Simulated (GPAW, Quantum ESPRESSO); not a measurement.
# In K ELNES/XANES of In (I4/mmm) from DFT

Aim: the In K edge of In (I4/mmm) by two routes, a Lanczos recursion (XSpectra) and a sum over empty bands (GPAW), to see which features are robust.

Program: Quantum ESPRESSO 7.5. Level of theory: core-hole supercells, plane-wave PAW LDA (first program; GPAW 26.7.0 follows as the second). Results are calculated unless marked as measured.

Report form: the programs' logs are mostly left out.

## (1) Starting point

Symmetry: I4/mmm, No. 139, tetragonal system. Conventional cell: a = 3.251 Å, b = 3.251 Å, c = 4.947 Å, α = 90.00°, β = 90.00°, γ = 90.00°. Nearest to In lie 12 In at 3.25 to 3.38 Å.

## (2) The field without a hole (Quantum ESPRESSO)

The ground state comes first: it tells whether the system has a gap, which decides how the excited electron is treated.

scf.in reads:

```
&control
   calculation='scf', prefix='x', pseudo_dir='../pp', outdir='tmp', tprnfor=.true.
/
&system
   ibrav=0, nat=1, ntyp=1, nbnd=11
   ecutwfc=41, ecutrho=240
   occupations='smearing', smearing='mv', degauss=0.015
/
&electrons
   conv_thr=1.0e-08, electron_maxstep=120
   mixing_beta=0.5
/
ATOMIC_SPECIES
In3 1.0 In.lda-dn-kjpaw.UPF
CELL_PARAMETERS angstrom
  -1.62547000 1.62547000 2.47370000
  1.62547000 -1.62547000 2.47370000
  1.62547000 1.62547000 -2.47370000
ATOMIC_POSITIONS crystal
In3  0.00000000 0.00000000 0.00000000
K_POINTS automatic
11 11 11 0 0 0
```

In.lda-dn-kjpaw.ld1.in reads:

```
&input
   title='In', zed=49., rel=1, iswitch=3, dft='PZ',
   config='[Kr] 5s2 5p1 4d10'
/
&inputp
   file_pseudopw='In.lda-dn-kjpaw.UPF', author='',
   lpaw=.true.,
   pseudotype=3,
   lloc=-1,
   rcloc=1.9,
   which_augfun='PSQ',
   rmatch_augfun_nc=.true.,
   nlcc=.true.,
   new_core_ps=.true.,
   rcore=1.2,
   tm=.true.,
   lgipaw_reconstruction=.true., use_paw_as_gipaw=.true.
/
6
5S  1  0  2.00  0.00  1.80  2.00  0.0
5S  1  0  0.00  3.00  1.80  2.00  0.0
5P  2  1  1.00  0.00  1.90  2.50  0.0
5P  2  1  0.00  6.00  1.90  2.50  0.0
4D  3  2 10.00  0.00  1.40  1.70  0.0
4D  3  2  0.00  5.00  1.40  1.70  0.0
```

Launch:

```bash
$ OMP_NUM_THREADS=1 mpirun --oversubscribe --bind-to none -np 4 pw.x -nk 4 -in scf.in > scf.out
```

Run time: 4.2 s. Hardware: 4 MPI ranks of Arm Neoverse V2, shared host; peak memory 0.06 GiB.

Absorbing atoms carry a label of their own (element plus a letter or digit), as the spectrum program needs them as separate species.

The mesh shows no gap, so the system is treated as a metal and the core electron is put at the Fermi level (neutral cell).

## (3) Spectrum without a core hole, In atom 1 (Quantum ESPRESSO)

This cheap baseline ignores the attraction of the hole: it shows the absorber's empty states as they are in the ground state.

The absorber has 4 In at 3.25 Å and 8 In at 3.38 Å (distorted cuboctahedral, site symmetry 4/mmm).

xspectra.in reads:

```
&input_xspectra
   calculation='xanes_dipole', edge='K'
   prefix='x', outdir='tmp', xiabs=1, xe0=9.9819
   xonly_plot=.false., x_save_file='xanes.sav'
   xniter=3000, xcheck_conv=20, xerror=0.005
   xcoordcrys=.false., xepsilon(1)=1, xepsilon(2)=0, xepsilon(3)=0
/
&plot
   xnepoint=61, xemin=-10, xemax=70, terminator=.true., cut_occ_states=.true.
   xgamma=3.96
/
&pseudos
   filecore='../In.wfc'
/
&cut_occ
   cut_desmooth=0.1, cut_stepl=0.05, cut_stepu=0.05, cut_ierror=1e-5
/
10 10 10 0 0 0
```

Launch:

```bash
$ OMP_NUM_THREADS=1 mpirun --oversubscribe --bind-to none -np 4 xspectra.x -nk 4 -in xspectra.in > xspectra.out
```

Wall time 23 s (4 MPI ranks); peak memory 0.1 GiB.

The In K spectrum, In atom 1, no core hole (energy from the energy zero of the input (xe0, at the border of filled and empty states); intensity scaled to a mean of 1 over the first 20 eV; the points at xe0, where the cut of filled states can leave a spike, are interpolated; polarised curves are means over the symmetry-equivalent atoms):

```tsv
E (eV)	isotropic	ε ⊥ c	ε ∥ c
-2.0	0.46	0.45	0.48
-1.4	0.52	0.51	0.54
-0.8	0.58	0.57	0.60
-0.2	0.64	0.63	0.66
0.4	0.69	0.68	0.72
1.0	0.75	0.74	0.78
1.6	0.81	0.80	0.84
2.2	0.87	0.85	0.90
2.8	0.93	0.91	0.96
3.4	0.98	0.97	1.01
4.0	1.03	1.01	1.05
4.6	1.07	1.06	1.09
5.2	1.09	1.08	1.11
5.8	1.11	1.11	1.13
6.4	1.12	1.12	1.13
7.0	1.12	1.12	1.12
7.6	1.12	1.12	1.11
8.2	1.11	1.11	1.09
8.8	1.09	1.10	1.07
9.4	1.07	1.09	1.05
10.0	1.05	1.07	1.03
10.6	1.03	1.05	1.01
11.2	1.01	1.03	0.99
11.8	0.99	1.00	0.97
12.4	0.98	0.98	0.96
13.0	0.96	0.97	0.95
13.6	0.96	0.96	0.95
14.2	0.95	0.95	0.96
14.8	0.95	0.95	0.97
15.4	0.96	0.95	0.98
16.0	0.97	0.96	0.99
16.6	0.98	0.97	1.01
17.2	1.00	0.99	1.03
17.8	1.02	1.01	1.05
18.4	1.05	1.03	1.08
19.0	1.07	1.06	1.10
19.6	1.10	1.08	1.13
20.2	1.13	1.11	1.15
20.8	1.15	1.14	1.18
21.4	1.17	1.16	1.19
22.0	1.19	1.18	1.21
22.6	1.20	1.20	1.21
23.2	1.21	1.21	1.20
23.8	1.21	1.21	1.19
24.4	1.20	1.22	1.18
25.0	1.19	1.21	1.16
25.6	1.18	1.20	1.14
26.2	1.17	1.19	1.12
26.8	1.15	1.17	1.11
27.4	1.13	1.15	1.10
28.0	1.12	1.13	1.10
28.6	1.11	1.11	1.10
29.2	1.10	1.10	1.10
29.8	1.10	1.09	1.11
30.4	1.10	1.09	1.11
31.0	1.10	1.09	1.11
31.6	1.10	1.10	1.11
```

Main maxima below 30 eV (height): 7.3 eV (1.12) and 23.3 eV (1.21). A K edge sees empty p states on the absorber.

## (4) Reference energy of the supercell (Quantum ESPRESSO)

The photon energy needs a difference of total energies, so the cell and mesh of the coming hole run are first run without a hole.

scf.in reads:

```
&control
   calculation='scf', prefix='x', pseudo_dir='../pp', outdir='tmp', tprnfor=.true.
/
&system
   ibrav=0, nat=6, ntyp=1, nbnd=48
   ecutwfc=41, ecutrho=240
   occupations='smearing', smearing='mv', degauss=0.015
/
&electrons
   conv_thr=6.0e-08, electron_maxstep=120
   mixing_beta=0.5
/
ATOMIC_SPECIES
In 1.0 In.lda-dn-kjpaw.UPF
CELL_PARAMETERS angstrom
  -4.87641000 1.62547000 2.47370000
  -4.87641000 -1.62547000 -2.47370000
  0.00000000 -3.25094000 4.94740000
ATOMIC_POSITIONS crystal
In   0.00000000 0.00000000 0.00000000
In   0.16666667 0.16666667 0.50000000
In   0.33333333 0.33333333 0.00000000
In   0.50000000 0.50000000 0.50000000
In   0.66666667 0.66666667 0.00000000
In   0.83333333 0.83333333 0.50000000
K_POINTS automatic
5 5 5 0 0 0
```

Launch:

```bash
$ OMP_NUM_THREADS=1 mpirun --oversubscribe --bind-to none -np 4 pw.x -nk 4 -in scf.in > scf.out
```

The job ended after 35 s (4 MPI ranks; peak memory 0.17 GiB; 2.3 min of CPU time).

Reference energy: -959455.863 eV with the cores included.

## (5) The atom with a core hole (Quantum ESPRESSO)

The final state has one core electron fewer, so a PAW data set is made for an atom with that hole.

In.lda-dn-kjpaw-1sch.ld1.in reads:

```
&input
   title='In', zed=49., rel=1, iswitch=3, dft='PZ',
   config='1s1 2s2 2p6 3s2 3p6 3d10 4s2 4p6 5s2 5p2 4d10'
/
&inputp
   file_pseudopw='In.lda-dn-kjpaw-1sch.UPF', author='',
   lpaw=.true.,
   pseudotype=3,
   lloc=-1,
   rcloc=1.9,
   which_augfun='PSQ',
   rmatch_augfun_nc=.true.,
   nlcc=.true.,
   new_core_ps=.true.,
   rcore=1.2,
   tm=.true.,
   zval=14,
   lgipaw_reconstruction=.true., use_paw_as_gipaw=.true.
/
6
5S  1  0  2.00  0.00  1.80  2.00  0.0
5S  1  0  0.00  3.00  1.80  2.00  0.0
5P  2  1  2.00  0.00  1.90  2.50  0.0
5P  2  1  0.00  6.00  1.90  2.50  0.0
4D  3  2  10.00  0.00  1.40  1.70  0.0
4D  3  2  0.00  5.00  1.40  1.70  0.0
```

Launch:

```bash
$ ld1.x < In.lda-dn-kjpaw-1sch.ld1.in > In.lda-dn-kjpaw-1sch.ld1.out
```

Run time: 0.81 s. Hardware: 1 MPI rank; peak memory 0.13 GiB.

Removing the core electron and adding it to the valence shell costs the free atom 28025.9 eV.

## (6) Supercell with XCH, In atom 1 (Quantum ESPRESSO)

The holes are 5.7 Å apart. The excited electron is kept in the cell, where it fills the lowest empty states and screens the hole.

scf.in: that of step 4 with these lines changed.

```diff
@@ -4,3 +4,3 @@
 &system
-   ibrav=0, nat=6, ntyp=1, nbnd=48
+   ibrav=0, nat=6, ntyp=2, nbnd=49
    ecutwfc=41, ecutrho=240
@@ -13,2 +13,3 @@
 ATOMIC_SPECIES
+In0 1.0 In.lda-dn-kjpaw-1sch.UPF
 In 1.0 In.lda-dn-kjpaw.UPF
@@ -19,3 +20,3 @@
 ATOMIC_POSITIONS crystal
-In   0.00000000 0.00000000 0.00000000
+In0  0.00000000 0.00000000 0.00000000
 In   0.16666667 0.16666667 0.50000000
```

Launch:

```bash
$ OMP_NUM_THREADS=1 mpirun --oversubscribe --bind-to none -np 4 pw.x -nk 4 -in scf.in > scf.out
```

Run time: 41 s. Hardware: 4 MPI ranks; peak memory 0.17 GiB.

Energy with the hole: -931431.085 eV, cores included.

## (7) Spectrum with XCH, In atom 1 (Quantum ESPRESSO)

The Lanczos recursion gives the spectrum without computing empty bands; each polarisation needs a run of its own on the full k mesh. xe0 is set between filled and empty states, and states below it are cut, here at the Fermi level, which holds the excited electron. The file of filecore holds the core orbital, taken from the hole-free data set.

xspectra.in: that of step 3 with these lines changed.

```diff
@@ -2,3 +2,3 @@
    calculation='xanes_dipole', edge='K'
-   prefix='x', outdir='tmp', xiabs=1, xe0=9.9819
+   prefix='x', outdir='tmp', xiabs=1, xe0=10.2588
    xonly_plot=.false., x_save_file='xanes.sav'
@@ -17,2 +17,2 @@
 /
-10 10 10 0 0 0
+5 5 5 0 0 0
```

xspectra_1.in, as its differences from xspectra.in of step 7:

```diff
@@ -5,3 +5,3 @@
    xniter=3000, xcheck_conv=20, xerror=0.005
-   xcoordcrys=.false., xepsilon(1)=1, xepsilon(2)=0, xepsilon(3)=0
+   xcoordcrys=.false., xepsilon(1)=0, xepsilon(2)=1, xepsilon(3)=0
 /
```

xspectra_2.in, as its differences from xspectra_1.in of step 7:

```diff
@@ -5,3 +5,3 @@
    xniter=3000, xcheck_conv=20, xerror=0.005
-   xcoordcrys=.false., xepsilon(1)=0, xepsilon(2)=1, xepsilon(3)=0
+   xcoordcrys=.false., xepsilon(1)=0, xepsilon(2)=0, xepsilon(3)=1
 /
```

Launch:

```bash
$ OMP_NUM_THREADS=1 mpirun --oversubscribe --bind-to none -np 4 xspectra.x -nk 4 -in xspectra.in > xspectra.out
```

Wall time 36 s (4 MPI ranks); peak memory 0.11 GiB; 2.4 min of CPU time.

The In K spectrum, In atom 1, excited-electron core hole (neutral cell) (energy from the energy zero of the input (xe0, at the border of filled and empty states); intensity scaled to a mean of 1 over the first 20 eV; the points at xe0, where the cut of filled states can leave a spike, are interpolated; polarised curves are means over the symmetry-equivalent atoms):

```tsv
E (eV)	isotropic	ε ⊥ c	ε ∥ c
-2.0	0.58	0.57	0.59
-1.5	0.64	0.63	0.65
-1.0	0.69	0.69	0.71
-0.5	0.75	0.74	0.77
0.0	0.81	0.80	0.84
0.5	0.87	0.86	0.90
1.0	0.93	0.92	0.96
1.5	0.99	0.98	1.02
2.0	1.05	1.04	1.08
2.5	1.09	1.07	1.11
3.0	1.12	1.11	1.15
3.5	1.15	1.14	1.17
4.0	1.16	1.15	1.18
4.5	1.18	1.17	1.19
5.0	1.17	1.17	1.18
5.5	1.17	1.17	1.17
6.0	1.16	1.16	1.16
6.5	1.14	1.14	1.13
7.0	1.12	1.13	1.11
7.5	1.10	1.11	1.08
8.0	1.07	1.09	1.05
8.5	1.05	1.06	1.02
9.0	1.03	1.04	1.00
9.5	1.00	1.01	0.97
10.0	0.98	0.99	0.95
10.5	0.96	0.97	0.93
11.0	0.93	0.95	0.91
11.5	0.92	0.93	0.90
12.0	0.90	0.91	0.89
12.5	0.89	0.89	0.89
13.0	0.88	0.88	0.89
13.5	0.88	0.88	0.89
14.0	0.88	0.87	0.89
14.5	0.88	0.87	0.90
15.0	0.89	0.87	0.91
15.5	0.89	0.88	0.92
16.0	0.90	0.89	0.93
16.5	0.91	0.90	0.94
17.0	0.93	0.91	0.96
17.5	0.94	0.93	0.97
18.0	0.96	0.94	0.99
18.5	0.97	0.96	1.00
19.0	0.99	0.97	1.01
19.5	1.00	0.99	1.02
20.0	1.01	1.00	1.03
20.5	1.02	1.01	1.04
21.0	1.03	1.02	1.04
21.5	1.03	1.03	1.04
22.0	1.04	1.04	1.03
22.5	1.03	1.03	1.02
23.0	1.02	1.03	1.01
23.5	1.02	1.03	0.99
24.0	1.00	1.02	0.97
24.5	0.99	1.01	0.96
25.0	0.98	0.99	0.94
25.5	0.96	0.98	0.93
26.0	0.95	0.96	0.92
26.5	0.93	0.95	0.91
27.0	0.92	0.93	0.91
27.5	0.91	0.92	0.90
28.0	0.91	0.91	0.90
28.5	0.90	0.90	0.90
29.0	0.89	0.89	0.90
29.5	0.89	0.89	0.90
30.0	0.89	0.88	0.90
30.5	0.89	0.89	0.90
31.0	0.89	0.89	0.90
31.5	0.89	0.89	0.89
32.0	0.89	0.89	0.89
```

Main maxima below 30 eV (height): 4.7 eV (1.18) and 22.0 eV (1.04). 

## (8) The field without a hole (GPAW)

The second program starts from its own ground state, on the same cell and functional.

scf.py reads:

```python
import numpy as np
from ase import Atoms
from ase.parallel import parprint, paropen
from gpaw import GPAW, PW, FermiDirac, Mixer, MixerDif, setup_paths
from gpaw.test import gen
setup_paths.insert(0, '.')
gen('In', name='nch1s', xcname='LDA', corehole=(1, 0, 0), write_xml=True)
from gpaw.mpi import world
world.barrier()

atoms = Atoms('In',
    cell=[[-1.62547, 1.62547, 2.4737],
     [1.62547, -1.62547, 2.4737],
     [1.62547, 1.62547, -2.4737]],
    scaled_positions=[[0, 0, 0]],
    pbc=True)
atoms.calc = calc = GPAW(legacy_gpaw=True, mode=PW(500), xc='LDA', setups={0: 'nch1s'},
    kpts={'size': (11, 11, 11), 'gamma': True}, occupations=FermiDirac(0.05),
    charge=0, mixer=Mixer(0.1, 5, 50), maxiter=150,
    convergence={'density': 0.0001}, txt='scf.txt')
energy = atoms.get_potential_energy() + calc.get_reference_energy()
ef = calc.get_fermi_level()
out = dict(energy=energy, fermi=ef, forces=atoms.get_forces().tolist())
parprint(f'all-electron energy {energy:.4f} eV, Fermi level {ef:.4f} eV')
ev = np.array([[calc.get_eigenvalues(k, s) for k in range(len(calc.get_ibz_k_points()))] for s in range(calc.get_number_of_spins())])
out['homo'], out['lumo'], out['counts'] = ev[ev < ef].max(), ev[ev > ef].min(), sorted(set((ev < ef).sum((0, 2)).tolist()))
out['filled'] = (ev[:, 0] < ef).sum(1).tolist()
import json
with paropen('out.json', 'w') as f:
    json.dump(out, f)
```

Launch:

```bash
$ OMP_NUM_THREADS=1 mpirun -n 4 gpaw python scf.py
```

It took 5.4 s on 4 MPI ranks; peak memory 0.16 GiB; 21 s of CPU time.

The mesh shows no gap, so the system is treated as a metal and the core electron is put at the Fermi level (neutral cell).

## (9) Spectrum without a core hole, In atom 1 (GPAW)

Without a hole the spectrum is the empty density of states of the right symmetry on the absorber, weighted by matrix elements. It needs only the small cell and serves as the baseline. The data set with a hole of occupation 0 only carries the core orbital.

xas.py reads:

```python
import numpy as np
from ase import Atoms
from ase.parallel import parprint, paropen
from gpaw import GPAW, PW, FermiDirac, Mixer, MixerDif, setup_paths
from gpaw.test import gen
setup_paths.insert(0, '.')
gen('In', name='nch1s', xcname='LDA', corehole=(1, 0, 0), write_xml=True)
from gpaw.mpi import world
world.barrier()

atoms = Atoms('In',
    cell=[[-1.62547, 1.62547, 2.4737],
     [1.62547, -1.62547, 2.4737],
     [1.62547, 1.62547, -2.4737]],
    scaled_positions=[[0, 0, 0]],
    pbc=True)
atoms.calc = calc = GPAW(legacy_gpaw=True, mode=PW(500), xc='LDA', setups={0: 'nch1s'},
    kpts={'size': (15, 15, 15), 'gamma': True}, occupations=FermiDirac(0.1),
    charge=0, mixer=Mixer(0.1, 5, 50), maxiter=150,
    convergence={'density': 0.0001}, txt='scf.txt')
energy = atoms.get_potential_energy() + calc.get_reference_energy()
ef = calc.get_fermi_level()
out = dict(energy=energy, fermi=ef, forces=atoms.get_forces().tolist())
parprint(f'all-electron energy {energy:.4f} eV, Fermi level {ef:.4f} eV')
ev = np.array([[calc.get_eigenvalues(k, s) for k in range(len(calc.get_ibz_k_points()))] for s in range(calc.get_number_of_spins())])
out['homo'], out['lumo'], out['counts'] = ev[ev < ef].max(), ev[ev > ef].min(), sorted(set((ev < ef).sum((0, 2)).tolist()))
out['filled'] = (ev[:, 0] < ef).sum(1).tolist()

from ase.units import Ha
from gpaw.xas import dipole_matrix_elements
nb = int(calc.get_number_of_electrons() / 2) + 19
top = nb
nscf = calc.fixed_density(kpts={'size': (11, 11, 11), 'gamma': True},
    convergence={'eigenstates': 1.0}, txt='nscf.txt')
nscf.diagonalize_full_hamiltonian(nbands=nb)
cell = atoms.cell.array
ops = [cell.T @ U.T @ np.linalg.inv(cell.T) for U in nscf.wfs.kd.symmetry.op_scc]
E = np.arange(-25, 34, 0.1)
fwhm = np.interp(E, [4, 25], [7.91, 7.91])
Y, X, zero, highest = 0, 0, 1e9, 1e9
for spin in range(nscf.get_number_of_spins()):
    wfs = nscf.wfs
    A = dipole_matrix_elements(wfs.setups[0])
    eps = np.zeros((wfs.kd.nibzkpts, nb))
    d = np.zeros((3, A.shape[1], wfs.kd.nibzkpts, nb), complex)
    for kpt in wfs.kpt_u:
        if kpt.s == spin and 0 in kpt.P_ani:
            eps[kpt.k] = kpt.eps_n * Ha
            d[:, :, kpt.k] = (kpt.weight * wfs.nspins / 2) ** 0.5 * np.inner(A, kpt.P_ani[0])
    world.sum(eps)
    world.sum(d)
    T = np.einsum('amkn,bmkn->abkn', d, d.conj()).real
    T = sum(np.einsum('ai,ijkn,bj->abkn', R, T, R) for R in ops) / len(ops)
    empty = eps > ef
    zero, highest = min(zero, eps[empty].min()), min(highest, eps[:, top - 1].min())
    lines = [(eps, T, empty)] if spin == 0 else lines + [(eps, T, empty)]
for eps, T, empty in lines:
    f = np.einsum('aakn->akn', T).reshape(3, -1)
    x = eps.ravel() - zero
    w = np.interp(x, E, fwhm) / 2.35482
    g = np.exp(-0.5 * ((E[:, None] - x) / w) ** 2) / (w * (2 * np.pi) ** 0.5)
    Y = Y + (f * empty.ravel()) @ g.T
    X = X + (f * ~empty.ravel()) @ g.T
out.update(E=E.round(2).tolist(), xas=Y.tolist(), xes=X.tolist(), zero=zero, valid=highest - zero, nk=len(eps), nb=nb)
for i in range(0, len(E), 10):
    parprint(f'{E[i]:7.2f}', *(f'{v:10.3e}' for v in Y[:, i]))
import json
with paropen('out.json', 'w') as f:
    json.dump(out, f)
```

Launch:

```bash
$ OMP_NUM_THREADS=1 mpirun -n 4 gpaw python xas.py
```

The job ended after 30 s (4 MPI ranks; peak memory 0.23 GiB; 2 min of CPU time).

The In K spectrum, In atom 1, no core hole (energy from the lowest empty level; intensity scaled to a mean of 1 over the first 20 eV; polarised curves are means over the symmetry-equivalent atoms):

```tsv
E (eV)	isotropic	ε ⊥ c	ε ∥ c
-2.0	0.31	0.30	0.32
-1.5	0.37	0.36	0.39
-1.0	0.44	0.43	0.46
-0.5	0.52	0.51	0.54
0.0	0.60	0.58	0.62
0.5	0.68	0.67	0.71
1.0	0.76	0.75	0.79
1.5	0.85	0.83	0.88
2.0	0.93	0.91	0.96
2.5	1.00	0.98	1.04
3.0	1.07	1.05	1.11
3.5	1.13	1.11	1.17
4.0	1.18	1.17	1.22
4.5	1.22	1.21	1.25
5.0	1.25	1.24	1.28
5.5	1.27	1.27	1.29
6.0	1.28	1.28	1.29
6.5	1.28	1.28	1.28
7.0	1.27	1.28	1.26
7.5	1.25	1.26	1.23
8.0	1.23	1.24	1.20
8.5	1.19	1.21	1.16
9.0	1.16	1.18	1.11
9.5	1.11	1.14	1.07
10.0	1.07	1.10	1.02
10.5	1.03	1.06	0.98
11.0	0.99	1.01	0.94
11.5	0.95	0.97	0.90
12.0	0.91	0.93	0.87
12.5	0.88	0.89	0.85
13.0	0.85	0.86	0.83
13.5	0.83	0.84	0.82
14.0	0.82	0.82	0.82
14.5	0.81	0.80	0.82
15.0	0.81	0.79	0.83
15.5	0.81	0.79	0.84
16.0	0.82	0.80	0.86
16.5	0.84	0.81	0.88
17.0	0.86	0.83	0.91
17.5	0.88	0.85	0.94
18.0	0.91	0.88	0.97
18.5	0.94	0.91	1.00
19.0	0.97	0.94	1.03
19.5	1.00	0.98	1.06
20.0	1.03	1.01	1.08
20.5	1.06	1.04	1.10
21.0	1.09	1.07	1.12
21.5	1.10	1.09	1.13
22.0	1.12	1.11	1.13
22.5	1.12	1.13	1.12
23.0	1.13	1.13	1.11
23.5	1.12	1.13	1.09
24.0	1.11	1.13	1.07
24.5	1.09	1.12	1.05
25.0	1.07	1.10	1.02
25.5	1.05	1.08	1.00
26.0	1.03	1.05	0.97
26.5	1.00	1.02	0.95
27.0	0.97	1.00	0.93
27.5	0.95	0.97	0.91
28.0	0.93	0.94	0.90
28.5	0.90	0.91	0.89
29.0	0.89	0.89	0.88
29.5	0.87	0.87	0.87
30.0	0.86	0.86	0.86
```

Main maxima below 26 eV (height): 6.2 eV (1.28) and 22.8 eV (1.13). 

The same matrix elements for filled bands give the In K emission of In atom 1 (ground-state approximation; energy from the lowest empty level, largest value 1):

```tsv
E (eV)	emission
-24.00	0.00
-23.25	0.00
-22.50	0.00
-21.75	0.00
-21.00	0.00
-20.25	0.00
-19.50	0.00
-18.75	0.00
-18.00	0.00
-17.25	0.01
-16.50	0.01
-15.75	0.01
-15.00	0.02
-14.25	0.02
-13.50	0.03
-12.75	0.05
-12.00	0.07
-11.25	0.10
-10.50	0.14
-9.75	0.19
-9.00	0.25
-8.25	0.33
-7.50	0.42
-6.75	0.52
-6.00	0.63
-5.25	0.73
-4.50	0.83
-3.75	0.92
-3.00	0.97
-2.25	1.00
-1.50	0.99
-0.75	0.94
0.00	0.86
0.75	0.75
1.50	0.63
2.25	0.51
3.00	0.39
```

Emission maxima: -2.0 eV (1.00).

## (10) Supercell without a hole, the energy reference (GPAW)

Total energies of two programs can't be mixed, so the cell and mesh of GPAW's hole run get a reference energy of their own.

scf.py: that of step 8 with these lines changed.

```diff
@@ -10,10 +10,15 @@
 
-atoms = Atoms('In',
-    cell=[[-1.62547, 1.62547, 2.4737],
-     [1.62547, -1.62547, 2.4737],
-     [1.62547, 1.62547, -2.4737]],
-    scaled_positions=[[0, 0, 0]],
+atoms = Atoms('In6',
+    cell=[[-4.87641, 1.62547, 2.4737],
+     [-4.87641, -1.62547, -2.4737],
+     [0, -3.25094, 4.9474]],
+    scaled_positions=[[0, 0, 0],
+     [0.16666667, 0.16666667, 0.5],
+     [0.33333333, 0.33333333, 0],
+     [0.5, 0.5, 0.5],
+     [0.66666667, 0.66666667, 0],
+     [0.83333333, 0.83333333, 0.5]],
     pbc=True)
 atoms.calc = calc = GPAW(legacy_gpaw=True, mode=PW(500), xc='LDA', setups={0: 'nch1s'},
-    kpts={'size': (11, 11, 11), 'gamma': True}, occupations=FermiDirac(0.05),
+    kpts={'size': (4, 4, 4), 'gamma': True}, occupations=FermiDirac(0.1),
     charge=0, mixer=Mixer(0.1, 5, 50), maxiter=150,
```

Launch:

```bash
$ OMP_NUM_THREADS=1 mpirun -n 4 gpaw python scf.py
```

Wall time 18 s (4 MPI ranks); peak memory 0.25 GiB.

Reference energy: -959026.357 eV with the cores included.

(Continued in part 2 of 2.)

[Logs are printed without paths, hosts, clocks, repeated set-up lines and the standing remarks that a program may print on its own settings, such as how far it seeks lower states.]

[Hosts, paths, dates, database ids (printed as entryN), source tags and the programs' standing remarks are cut or masked in the printed files.]

[Lists of maxima count a maximum above −3 eV only where it reaches 4 % of the highest in the window and stands out from its surroundings by 2 % of it (1.5 % where it reaches 55 %); shoulders and weaker maxima are passed over, and of the rest the first, up to two pre-edge ones and the few strongest are named.]
